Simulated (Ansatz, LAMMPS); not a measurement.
# Charge trapping in glassy 67P2O5-33MgO (mol %) (80 atoms): runs compared

Does an extra electron or hole in glassy 67P2O5-33MgO (mol %) (80 atoms) stay spread out, or do the atoms trap it?

Computed with Ansatz 0.2.0: Kohn-Sham DFT, PBE, PAW (set soft_2), plane waves.

### 1. The cell as built

The cell holds 80 atoms: 20 P, 5 Mg and 55 O. Its edges and angles: a = 9.726 Å, b = 9.726 Å, c = 9.726 Å, α = 90.0°, β = 90.0°, γ = 90.0°. 80 atoms (20 P, 5 Mg, 55 O) placed at random at 2.93 g/cm³, melted at 4000 K for 10 ps at fixed volume with the Morse and Coulomb pair potential with partial charges (Pedone, Malavasi, Menziani, Cormack and Segre, J. Phys. Chem. B 110, 11780 (2006)). Quenched from 4000 K to 300 K at 25 K/ps and fixed volume, held 5 ps.

What the set-up can't give: The quench rate of 25 K/ps is many orders above laboratory rates, so the cell is likely richer in defects and strain than a real sample. The starting topology of bonds comes from the classical model, and needn't be the one that DFT or experiment would give. The Brillouin zone is sampled at Γ only, in a cell whose shortest periodic width is 10 Å.

### 2. The reference run

The reference is a single point at the end of the relaxation.

The charged cells start from the geometry of this run, on a uniform background, with spin and a narrow Fermi–Dirac smearing.

Its input, with most atom lines left out:

```yaml
crystal:
  lattice:
    - [9.7256, 0.0, 0.0]
    - [0.0, 9.7256, 0.0]
    - [0.0, 0.0, 9.7256]
  atoms:
    - { symbol: P, position: [0.33825, 0.30744, 0.14894] }
    - { symbol: P, position: [0.06043, 0.02232, 0.92391] }
    - { symbol: P, position: [0.04302, 0.43548, 0.5945] }
    - { symbol: P, position: [0.60613, 0.40298, 0.26919] }
    - { symbol: P, position: [0.34923, 0.259, 0.65578] }
    - { symbol: P, position: [0.50929, 0.03569, 0.52028] }
    - { symbol: P, position: [0.70603, 0.33935, 0.74287] }
    [... atom lines 8 to 80 left out ...]
kpoints:
  mp_grid: { grid: [1, 1, 1] }
hamiltonian:
  xc: pbe
scf:
  occupations: { method: fixed }
output:
  forces: true
  stress: true
  populations: true
  dos:
    method: { smearing: { sigma: 0.08 } }
    de: 0.1
    projected: { site_lists: { Mg: [Mg], O: [O], P: [P] } }
  eigenvalues: true
  write_density: true
  write_potential: true
  volumetric_format: npy
```

* free energy per atom: -699.5874 eV/atom
* r.m.s. force component: 0.01125 eV/Å
* pressure: 4.944 GPa

Filled and empty levels are parted by 2.51 eV (at Γ alone); a semilocal functional tends to put such gaps too low. In a disordered cell it changes from sample to sample, and tail or defect levels can set it.

### 3. The runs

Each row is one run, on 4 threads of Intel Xeon Platinum 8488C (Sapphire Rapids), shared host. The free energy is the program's total, comparable only between runs with the same functional, potentials and atoms; between charge states it hangs on the program's zero of potential.

```csv
run,atoms,outcome,"ionic steps, all passes",free energy (eV),time,host memory (GiB)
Single point at the start,80,converged,-,-55956.623,5.9 s,1.1
Relaxation,80,converged,26,-55966.996,95 s,1.1
Single point at the relaxed geometry,80,converged,-,-55966.996,8.7 s,1.2
"An extra electron, atoms held",80,converged,-,-55958.923,24 s,1.9
"An extra electron, atoms relaxed",80,converged,23,-55961.098,2.9 min,1.9
"An extra electron, levels at the relaxed geometry",80,converged,-,-55961.098,22 s,1.9
Neutral at the geometry of the electron,80,converged,-,-55966.255,14 s,1.2
"An extra hole, atoms held",80,converged,-,-55971.694,29 s,1.9
"An extra hole, atoms relaxed",80,converged,28,-55972.213,4.2 min,1.9
"An extra hole, levels at the relaxed geometry",80,converged,-,-55972.213,20 s,1.9
Neutral at the geometry of the hole,80,converged,-,-55966.177,7.8 s,1.2
```

Local excerpt of 8 atoms (numbers count through the whole input) about P9, which holds the most spin of the extra electron after relaxation; x, y, z are measured from there.

| atom | x | y | z | distance (Å) | Löwdin charge (e) | moment (μB) |
| --- | --- | --- | --- | --- | --- | --- |
| P9 | 0.00 | 0.00 | 0.00 | 0.00 | 1.72 | 0.15 |
| O56 | -0.62 | 1.09 | 1.04 | 1.63 | -0.73 | 0.01 |
| O33 | 1.24 | -0.37 | 1.01 | 1.64 | -0.68 | 0.12 |
| O62 | -1.35 | -0.96 | 0.19 | 1.67 | -0.68 | 0.03 |
| O58 | -0.81 | 1.08 | -1.37 | 1.92 | -0.71 | 0.12 |
| O51 | 0.66 | -2.02 | -0.90 | 2.31 | -0.75 | 0.03 |
| O26 | 1.89 | 1.82 | -0.97 | 2.80 | -0.81 | 0.01 |
| P2 | -2.92 | -0.85 | -0.05 | 3.04 | 2.23 | 0.00 |

Local excerpt of 13 atoms (numbers count through the whole input) about O79, which holds the most spin of the extra hole after relaxation; x, y, z are measured from there.

| atom | x | y | z | distance (Å) | Löwdin charge (e) | moment (μB) |
| --- | --- | --- | --- | --- | --- | --- |
| O79 | 0.00 | 0.00 | 0.00 | 0.00 | -0.63 | 0.34 |
| P14 | -1.47 | -0.39 | 0.00 | 1.52 | 2.18 | -0.01 |
| O49 | -1.54 | -1.75 | -0.64 | 2.42 | -0.70 | 0.24 |
| O37 | 2.35 | -0.56 | -0.59 | 2.49 | -0.71 | 0.00 |
| O42 | -2.38 | 0.71 | -0.46 | 2.53 | -0.91 | 0.06 |
| O30 | -1.88 | -0.62 | 1.60 | 2.54 | -0.71 | 0.00 |
| O43 | 0.25 | 2.23 | -1.40 | 2.64 | -0.93 | 0.01 |
| O58 | 0.90 | 2.36 | 1.10 | 2.76 | -0.77 | 0.05 |
| O57 | 1.24 | -2.43 | 0.54 | 2.78 | -0.71 | 0.00 |
| O51 | 1.99 | -0.41 | 1.94 | 2.81 | -0.70 | 0.00 |
| P5 | 1.19 | 2.65 | -0.32 | 2.92 | 2.15 | 0.00 |
| P16 | 2.43 | -1.42 | 0.80 | 2.93 | 2.18 | 0.00 |
| O62 | 0.05 | 0.12 | 2.95 | 2.95 | -0.71 | 0.00 |

### 4. Energies and spread of the extra charge

Energies are differences within one cell and functional; the shift is the gain plus the neutral cell's energy at the new geometry, that is how much cheaper the vertical process becomes there. The spread is the participation number of the site moments (1/Σw², over the spin inside atomic spheres), with the atom that holds the largest share and the spin that the spheres hold in all.

| carrier | charged less neutral, atoms held (eV) | gain on relaxing (eV) | neutral cell at that geometry, less the reference (eV) | shift of the vertical energy (eV) | spread, atoms held | spread, relaxed |
| --- | --- | --- | --- | --- | --- | --- |
| electron | 8.072 | 2.175 | 0.741 | 2.916 | 18; P9 17 % of 0.46 μB | 5; P9 29 % of 0.53 μB |
| hole | -4.698 | 0.519 | 0.819 | 1.338 | 8; O79 22 % of 0.71 μB | 3; O79 46 % of 0.75 μB |

### 5. Findings

The extra electron gains 2.2 eV as the atoms relax, and its spin goes from about 18 to 5 atoms: the atoms trap it, with the largest share on P9. The P9–O58 distance goes from 2.78 to 1.92 Å. With the atoms held, the spheres hold only 0.46 of the 1.00 μB, so the spread is read from a small part of the spin. The extra hole gains 0.52 eV as the atoms relax, and its spin goes from about 8 to 3 atoms: the atoms trap it, with the largest share on O79. The O79–O49 distance goes from 2.58 to 2.42 Å. Adding the two vertical energies gives 3.37 eV, against a gap of 2.51 eV in the neutral cell. The zero of the potential cancels in this sum; the excess isn't taken apart here: charging of a small cell, filling of bands on a coarse mesh and the attraction to the background can all enter.

**Limits.** Single energies of charged cells hang on the program's zero of potential. In the spin-polarised runs the search for a state of lower energy was switched off. No distortion was seeded, so a trapped state behind a barrier can't be found. Local and semilocal functionals favour spread-out charges, so trapping can be missed. The pressure of 4.9 GPa means that a free cell would grow at this level. Charged cells carry a uniform background, with no correction for images.

The DFT runs together took 11 min of wall time.

[Logs are printed without paths, hosts, clocks, repeated set-up lines and the standing remarks that a program may print on its own settings, such as how far it seeks lower states.]

[Hosts, paths, dates, database ids (printed as entryN), source tags and the programs' standing remarks are cut or masked in the printed files.]
